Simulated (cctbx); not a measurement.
**Absolute structure of TmHfI7**

Space group P2_1 (no. 4), a = 8.7930 Å, b = 8.4370 Å, c = 12.0600 Å, α = 90.00°, β = 103.14°, γ = 90.00°.

```
atom  mult.       x       y       z  Ueq (Å²)
 Hf1      2  0.8107  0.2939  0.2231    0.0076
 Tm1      2  0.6569  0.2998  0.6864    0.0084
  I1      2  0.3843  0.5017  0.7812    0.0116
  I2      2  0.8618  0.2949  0.4768    0.0085
  I3      2  0.7503  0.3056  0.9745    0.0089
  I4      2  0.4583  0.0072  0.7911    0.0113
  I5      2  0.9504  0.0538  0.7612    0.0113
  I6      2  0.9282  0.5721  0.7693    0.0111
  I7      2  0.4570  0.1084  0.4753    0.0092
```

The model is made up (kin elements in a known structure type, no relaxation), so it says nothing on whether the phase exists.

Data sets are simulated with cctbx and refined with Bijvoet mates kept apart; Flack x is then fitted as the share of an inverted twin with the atoms fixed, Hooft y from the Bijvoet differences. The group has rotations alone, so the crystal has a hand.

Untwinned crystal. What Flack and Hooft values should come out?

```csv
λ (Å),extinction (unmodelled),d min (Å),top counts,error (%),model,R1,Flack x,s.u.,Hooft y,s.u.,pairs
0.71073,0,0.77,70000,1.5,as given,0.0087,-0.003,0.003,-0.002,0.003,1824
0.71073,0,0.77,70000,1.5,inverted,0.0379,0.986,0.004,1.019,0.004,1824
1.54184,0,0.83,5000,2,as given,0.0247,-0.010,0.008,-0.010,0.010,1454
```

With Mo Kα, x is within 3 s.u. of 0, so the hand is right. With Cu Kα, x is within 3 s.u. of 0, so the hand is right. Inverting the model turns x into about 1 − x.

A further crystal gives:

```
 λ (Å)  extinction (unmodelled)  d min (Å)  top counts  error (%)     model      R1  Flack x  s.u.  Hooft y   s.u.  pairs
0.4959                        0       0.84        5000        1.5  as given  0.0296     0.85  0.02    0.842  0.026   1402
```

**Question.** What is it?

It was simulated as an inversion twin with a fraction 0.8 of the inverted domain. Flack x is over 3 s.u. from both 0 and 1 and reads that fraction.

[Logs are printed without paths, hosts, clocks, repeated set-up lines and the standing remarks that a program may print on its own settings, such as how far it seeks lower states.]
